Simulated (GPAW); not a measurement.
# Work function of B/Pd(111) at several levels, part 2 of 2

Aim: the work function of both faces of B/Pd(111), and its spread over functionals and bases.

GPAW 26.7.0; GPAW, PAW setups; slab in vacuum, relaxation (the session's first sound run).

So far, upper work function (eV): step 2 (relaxing the atoms, PBE, GPAW) 4.88; step 3 (plane waves, PBE) 4.88; step 4 (self-consistent run: xc = "revPBE") 4.78; step 5 (self-consistent run: xc = "vdW-DF2", GPAW, PAW setups, GPAW) 5.30; step 6 (self-consistent run: xc = "LDA") 5.08.

### 7. OptPBE vdW: xc = "optPBE-vdW"

The same geometry under optPBE-vdW, to see how far the functional moves the levels against the vacuum (the van der Waals functionals take revPBE setups).

run.py reads:

```python
import json
import numpy as np
from ase import Atoms
from gpaw import GPAW, PW

slab = Atoms(
    ['Pd', 'Pd', 'Pd', 'Pd', 'B'],
    positions=[
        [0.00000, 0.00000, 7.00000],
        [1.37532, 0.79404, 9.24589],
        [2.75065, 1.58809, 11.56028],
        [0.00000, 0.00000, 13.96618],
        [2.75065, 1.58809, 15.27512]],
    cell=[[2.75065, 0.0, 0.0], [1.37532, 2.38213, 0.0], [0.0, 0.0, 22.30321]],
    pbc=[True, True, False])

slab.calc = GPAW(mode=PW(500), xc='optPBE-vdW', kpts={'size': (13, 13, 1), 'gamma': True},
                 occupations={'name': 'fermi-dirac', 'width': 0.1}, nbands='200%',
                 convergence={'density': 1e-05}, maxiter=200,
                 poissonsolver={'dipolelayer': 'xy'},
                 symmetry={'tolerance': 1e-3}, txt='slab.txt')
result = {}
energy = slab.get_potential_energy()
fermi = slab.calc.get_fermi_level()
v = slab.calc.get_electrostatic_potential().mean((0, 1)) - fermi
n = slab.calc.get_pseudo_density().mean((0, 1))
L = slab.cell[2, 2]
z = np.arange(len(v)) * L / len(v)
low, high = slab.positions[:, 2].min(), slab.positions[:, 2].max()
below, above = np.interp([low - 4.8, high + 4.8], z, v)
slopes = [np.interp(x, z, np.gradient(v, z)) for x in (low - 4.8, high + 4.8)]
eps = np.array([[slab.calc.get_eigenvalues(k, s) for k in range(len(slab.calc.get_ibz_k_points()))]
                for s in range(slab.calc.get_number_of_spins())]) - fermi
top, bottom = eps[eps < 0].max(), eps[eps > 0].min()
dipole = slab.get_dipole_moment()[2]
print(f'energy {energy:.4f} eV, Fermi level {fermi:.4f} eV, dipole {dipole:.5f} e A')
print(f'potential 4.8 A off the faces, from the Fermi level: lower {below:.4f} eV, upper {above:.4f} eV')
print(f'slope of the potential there: lower {slopes[0]:.5f}, upper {slopes[1]:.5f} eV/A')
print(f'nearest levels on the mesh: {top:.4f} and {bottom:.4f} eV')
print('magnetic moment', round(slab.get_magnetic_moment(), 3))
result.update(energy=energy, fermi=fermi, dipole=dipole, below=below, above=above, slopes=slopes, edges=[top, bottom],
              z=z.tolist(), v=v.tolist(), n=n.tolist(), positions=slab.positions.tolist(),
              forces=slab.get_forces(apply_constraint=False).tolist(), moments=slab.get_magnetic_moments().tolist())
json.dump(result, open('result.json', 'w'))
```

Run with:

```bash
$ OMP_NUM_THREADS=1 OPENBLAS_NUM_THREADS=1 python run.py
```

The log of the run:

```text
energy -78.7218 eV, Fermi level 1.5851 eV, dipole 0.01055 e A
potential 4.8 A off the faces, from the Fermi level: lower 5.4086 eV, upper 5.1147 eV
slope of the potential there: lower -0.00049, upper 0.00023 eV/A
nearest levels on the mesh: -0.0003 and 0.0073 eV
magnetic moment 0.0
```

The job ended after 4.4 min (1 thread of Arm Neoverse V1, shared host; peak memory 0.41 GiB).

This step gave:

| Item | Value |
| --- | --- |
| dipole along the normal | 0.01055 e·Å |
| levels nearest the Fermi level on the mesh | -3.27e-4, 0.007273 eV from the Fermi level |
| upper work function | 5.115 eV |
| lower work function | 5.409 eV |

Electrostatic potential energy of an electron (without an applied field's), less the Fermi level, planar mean against z:

```
z (Å)  electrostatic potential energy of an electron (without an applied field's), less the Fermi level, planar mean (eV)
  0.0                                                                                                                5.26
  0.5                                                                                                                5.41
  1.0                                                                                                                5.41
  1.5                                                                                                                5.41
  2.0                                                                                                                5.41
  2.5                                                                                                                5.41
  3.0                                                                                                                5.41
  3.5                                                                                                                5.40
  4.0                                                                                                                5.39
  4.5                                                                                                                5.33
  5.0                                                                                                                5.13
  5.5                                                                                                                4.39
  6.0                                                                                                                1.52
  6.5                                                                                                               -9.43
  7.0                                                                                                               -22.8
  7.5                                                                                                               -9.54
  8.0                                                                                                               0.432
  8.5                                                                                                               -2.98
  9.0                                                                                                               -18.7
  9.5                                                                                                               -18.4
 10.0                                                                                                               -2.75
 10.5                                                                                                               0.862
 11.0                                                                                                               -7.73
 11.5                                                                                                               -22.7
 12.0                                                                                                               -11.9
 12.5                                                                                                             -0.0834
 13.0                                                                                                              -0.378
 13.5                                                                                                               -12.3
 14.0                                                                                                               -24.5
 14.5                                                                                                               -11.9
 15.0                                                                                                               -9.87
 15.5                                                                                                               -8.99
 16.0                                                                                                               0.784
 16.5                                                                                                                3.93
 17.0                                                                                                                4.79
 17.5                                                                                                                5.02
 18.0                                                                                                                5.09
 18.5                                                                                                                5.11
 19.0                                                                                                                5.11
 19.5                                                                                                                5.11
 20.0                                                                                                                5.11
 20.5                                                                                                                5.11
 21.0                                                                                                                5.11
 21.5                                                                                                                5.11
 22.0                                                                                                                5.15
```

The upper face's work function is 5.115 eV, against 4.877 eV in the first plane-wave PBE run at this geometry.

### 8. Self-consistent run: xc = "RPBE"

The same geometry under RPBE, to see how far the functional moves the levels against the vacuum.

Changes to run.py since step 7:

```diff
@@ -16,3 +16,3 @@
 
-slab.calc = GPAW(mode=PW(500), xc='optPBE-vdW', kpts={'size': (13, 13, 1), 'gamma': True},
+slab.calc = GPAW(mode=PW(500), xc='RPBE', kpts={'size': (13, 13, 1), 'gamma': True},
                  occupations={'name': 'fermi-dirac', 'width': 0.1}, nbands='200%',
```

The log of the run:

```text
energy -16.7999 eV, Fermi level 1.8216 eV, dipole 0.00966 e A
potential 4.8 A off the faces, from the Fermi level: lower 5.0518 eV, upper 4.7825 eV
slope of the potential there: lower -0.00033, upper 0.00015 eV/A
nearest levels on the mesh: -0.0227 and 0.0011 eV
magnetic moment 0.0
```

The job ended after 4.5 min (1 thread; peak memory 0.27 GiB).

Numbers from this step:

```yaml
dipole_along_the_normal: 0.009658 e·Å
levels_nearest_the_fermi_level_on_the_mesh: -0.02265, 0.001089 eV from the Fermi level
upper_work_function: 4.783 eV
lower_work_function: 5.052 eV
```

The electrostatic potential energy of an electron (without an applied field's), less the Fermi level, planar mean oscillates, so the rows of the table below give means over windows of 2.32 Å about each position, cut where the curve ends. Its maxima inside the range that stand out by 2 % of the span (Å: eV): 8.1: 0.714, 10.4: 1.03, 12.7: 1.02, 14.8: -8.08. Its minima: 7.0: -23.1, 9.2: -23.1, 11.5: -23.2, 13.9: -24.8, 15.2: -13.3.

Table of electrostatic potential energy of an electron (without an applied field's), less the Fermi level, planar mean by z; means over each step:

z (Å), electrostatic potential energy of an electron (without an applied field's), less the Fermi level, planar mean (eV) and a bar from the least value:
```
     1.16        5.0 ##############################
     3.48        5.0 ##############################
     5.80       -1.7 #################
     8.12       -9.9 
    10.44       -9.2 ##
    12.76       -8.8 ###
    15.08      -10.1 
    17.40        4.4 #############################
    19.72        4.8 #############################
    22.04        4.8 ##############################
```

The upper face's work function is 4.783 eV, against 4.877 eV in the first plane-wave PBE run at this geometry.

### 9. Real-space grid: mode = "fd"

A real-space grid is a second complete basis, so it checks the plane-wave result.

Changes to run.py since step 8:

```diff
@@ -3,3 +3,3 @@
 from ase import Atoms
-from gpaw import GPAW, PW
+from gpaw import GPAW
 
@@ -16,3 +16,3 @@
 
-slab.calc = GPAW(mode=PW(500), xc='RPBE', kpts={'size': (13, 13, 1), 'gamma': True},
+slab.calc = GPAW(mode='fd', h=0.18, xc='PBE', kpts={'size': (13, 13, 1), 'gamma': True},
                  occupations={'name': 'fermi-dirac', 'width': 0.1}, nbands='200%',
```

The log of the run:

```text
energy -19.8434 eV, Fermi level -5.0574 eV, dipole 0.01318 e A
potential 4.8 A off the faces, from the Fermi level: lower 5.2403 eV, upper 4.8742 eV
slope of the potential there: lower -0.00034, upper 0.00022 eV/A
nearest levels on the mesh: -0.0235 and 0.0011 eV
magnetic moment 0.0
```

Run time: 12 min. Hardware: 1 thread; peak memory 0.72 GiB.

This step gave:

| Property | Result |
| --- | --- |
| dipole along the normal | 0.01318 e·Å |
| levels nearest the Fermi level on the mesh | -0.02347, 0.001079 eV from the Fermi level |
| upper work function | 4.874 eV |
| lower work function | 5.240 eV |

The electrostatic potential energy of an electron (without an applied field's), less the Fermi level, planar mean oscillates, so the rows of the table below give means over windows of 2.34 Å about each position, cut where the curve ends. Its maxima inside the range that stand out by 2 % of the span (Å: eV): 8.1: 0.854, 10.4: 1.14, 12.8: 1.13, 14.7: -8.03. Its minima: 7.0: -23.1, 9.3: -23.2, 11.6: -23.1, 13.9: -24.8, 15.3: -13.1.

Electrostatic potential energy of an electron (without an applied field's), less the Fermi level, planar mean against z; means over each step:

```csv
z (Å),"electrostatic potential energy of an electron (without an applied field's), less the Fermi level, planar mean (eV)"
1.17,5.24
3.51,5.22
5.85,-2.22
8.19,-9.91
10.53,-9.22
12.87,-8.93
15.21,-8.51
17.55,4.64
19.89,4.87
```

The upper face's work function is 4.874 eV, against 4.877 eV in the first plane-wave PBE run at this geometry.

### 10. Atomic orbitals: mode = "lcao"

Atom-centred orbitals end a few angstrom from the surface, which tests how much the density's tail matters.

Changes to run.py since step 9:

```diff
@@ -16,4 +16,4 @@
 
-slab.calc = GPAW(mode='fd', h=0.18, xc='PBE', kpts={'size': (13, 13, 1), 'gamma': True},
-                 occupations={'name': 'fermi-dirac', 'width': 0.1}, nbands='200%',
+slab.calc = GPAW(mode='lcao', basis='dzp', h=0.18, xc='PBE', kpts={'size': (13, 13, 1), 'gamma': True},
+                 occupations={'name': 'fermi-dirac', 'width': 0.1}, nbands='120%',
                  convergence={'density': 1e-05}, maxiter=200,
```

The log of the run:

```text
energy -17.4215 eV, Fermi level -5.0924 eV, dipole 0.01300 e A
potential 4.8 A off the faces, from the Fermi level: lower 5.2717 eV, upper 4.9117 eV
slope of the potential there: lower -0.00171, upper 0.00056 eV/A
nearest levels on the mesh: -0.0060 and 0.0033 eV
magnetic moment 0.0
```

Run time: 35 min. Hardware: 1 thread; peak memory 0.38 GiB.

This step gave:

- dipole along the normal: 0.01300 e·Å
- levels nearest the Fermi level on the mesh: -0.005990, 0.003290 eV from the Fermi level
- upper work function: 4.912 eV
- lower work function: 5.272 eV

The electrostatic potential energy of an electron (without an applied field's), less the Fermi level, planar mean by z:

z (Å), electrostatic potential energy of an electron (without an applied field's), less the Fermi level, planar mean (eV) and a bar from the least value:
```
      0.0        5.1 ##############################
      0.5        5.3 ##############################
      1.0        5.3 ##############################
      1.5        5.3 ##############################
      2.0        5.3 ##############################
      2.5        5.3 ##############################
      3.0        5.3 ##############################
      3.5        5.3 ##############################
      4.0        5.3 ##############################
      4.5        5.2 ##############################
      5.0        5.0 ##############################
      5.5        4.4 #############################
      6.0        1.7 ##########################
      6.5       -9.3 ###############
      7.0      -23.0 ##
      7.5       -9.4 ###############
      8.0        0.7 #########################
      8.5       -2.7 ######################
      9.0      -18.7 ######
      9.5      -18.4 ######
     10.0       -2.5 ######################
     10.5        1.1 ##########################
     11.0       -7.6 #################
     11.5      -22.8 ##
     12.0      -11.8 #############
     12.5        0.2 #########################
     13.0       -0.1 #########################
     13.5      -12.1 #############
     14.0      -24.6 
     14.5      -12.0 #############
     15.0       -9.9 ###############
     15.5       -9.1 ################
     16.0        0.7 #########################
     16.5        3.8 #############################
     17.0        4.6 #############################
     17.5        4.8 ##############################
     18.0        4.9 ##############################
     18.5        4.9 ##############################
     19.0        4.9 ##############################
     19.5        4.9 ##############################
     20.0        4.9 ##############################
     20.5        4.9 ##############################
     21.0        4.9 ##############################
     21.5        4.9 ##############################
     22.0        4.9 ##############################
```

The upper face's work function is 4.912 eV, against 4.877 eV in the first plane-wave PBE run at this geometry.

### 11. All levels side by side

Times are for 1 thread of Arm Neoverse V1, shared host. The runs compared:

| no. | run | upper work function (eV) | lower work function (eV) | time | memory (GiB) |
| --- | --- | --- | --- | --- | --- |
| 1 | pw | 4.877 | 5.239 | 3.9 min | 0.27 |
| 2 | revPBE | 4.781 | 5.076 | 4.3 min | 0.27 |
| 3 | vdW DF2 | 5.299 | 5.585 | 6.9 min | 0.41 |
| 4 | LDA | 5.080 | 5.655 | 4.1 min | 0.27 |
| 5 | optPBE vdW | 5.115 | 5.409 | 4.4 min | 0.41 |
| 6 | RPBE | 4.783 | 5.052 | 4.5 min | 0.27 |
| 7 | fd | 4.874 | 5.240 | 12 min | 0.72 |
| 8 | lcao | 4.912 | 5.272 | 35 min | 0.38 |

### 12. Side by side

Results and costs are gathered.

This step: comparison of work functions, dipole and cost (GPAW 26.7.0).

Ladder, by row:

| step | code | work function, upper (eV) | work function, lower (eV) | dipole (e Å) | wall time (s) | peak memory (GiB) | threads |
| --- | --- | --- | --- | --- | --- | --- | --- |
| pw | GPAW | 4.877 | 5.239 | 0.01302 | 234.7 | 0.27 | 1 |
| revPBE | GPAW | 4.781 | 5.076 | 0.0106 | 259 | 0.27 | 1 |
| vdW-DF2 | GPAW | 5.299 | 5.585 | 0.01024 | 411.8 | 0.41 | 1 |
| LDA | GPAW | 5.08 | 5.655 | 0.02071 | 246.5 | 0.27 | 1 |
| optPBE-vdW | GPAW | 5.115 | 5.409 | 0.01055 | 266.7 | 0.41 | 1 |
| RPBE | GPAW | 4.782 | 5.052 | 0.009658 | 267.1 | 0.27 | 1 |
| fd | GPAW | 4.874 | 5.24 | 0.01318 | 691 | 0.72 | 1 |
| lcao | GPAW | 4.912 | 5.272 | 0.013 | 2102 | 0.38 | 1 |

### 13. A changed run

One more run, with changed settings.

This step: GPAW, PAW setups; slab in vacuum (GPAW 26.7.0).

Changes to run.py since step 10:

```diff
@@ -3,3 +3,3 @@
 from ase import Atoms
-from gpaw import GPAW
+from gpaw import GPAW, PW
 
@@ -16,5 +16,5 @@
 
-slab.calc = GPAW(mode='lcao', basis='dzp', h=0.18, xc='PBE', kpts={'size': (13, 13, 1), 'gamma': True},
-                 occupations={'name': 'fermi-dirac', 'width': 0.1}, nbands='120%',
-                 convergence={'density': 1e-05}, maxiter=200,
+slab.calc = GPAW(mode=PW(500), xc='PBE', kpts={'size': (13, 13, 1), 'gamma': True},
+                 occupations={'name': 'fermi-dirac', 'width': 1.0}, nbands='200%',
+                 convergence={'density': 1e-05}, maxiter=50,
                  poissonsolver={'dipolelayer': 'xy'},
```

The log of the run:

```text
energy -20.3414 eV, Fermi level 1.8261 eV, dipole -0.01366 e A
potential 4.8 A off the faces, from the Fermi level: lower 5.2899 eV, upper 5.6698 eV
slope of the potential there: lower -0.03108, upper 0.02372 eV/A
nearest levels on the mesh: -0.0022 and 0.0066 eV
magnetic moment 0.0
```

The job ended after 3.9 min (1 thread; peak memory 0.27 GiB).

The run finished. A setting was moved off its sound value on purpose, so it serves as a test and not as the result.

The fault put into the input: a smearing of electronvolts (width = 1.0).

The two runs compared:

```
                     quantity   this run  sound run  difference
dipole along the normal (e·Å)  -0.013662   0.013024     -0.0267
```

### 14. What came out

| Quantity | Value |
| --- | --- |
| work function, upper and lower face | 4.877 and 5.239 eV |
| dipole along the normal | 0.0130 e Å |

With plane waves and PBE the work function is 4.88 eV on the upper face and 5.24 eV on the lower. The two faces differ by 0.36 eV, the step that the slab's dipole makes (e p/(ε0 A) gives 0.36 eV), so the dipole layer is needed. Over the sound runs of the table the upper face's work function spans 4.781 (revPBE) to 5.299 eV (vdW-DF2). The cell of 6.55 Å² holds one B, started on one chosen site; other sites and coverages weren't tried. The in-plane lattice was kept as typed, which isn't the functional's own and leaves some strain; spin-orbit coupling and temperature are left out.

[Logs are printed without paths, hosts, clocks, repeated set-up lines and the standing remarks that a program may print on its own settings, such as how far it seeks lower states.]

[Hosts, paths, dates, database ids (printed as entryN), source tags and the programs' standing remarks are cut or masked in the printed files.]
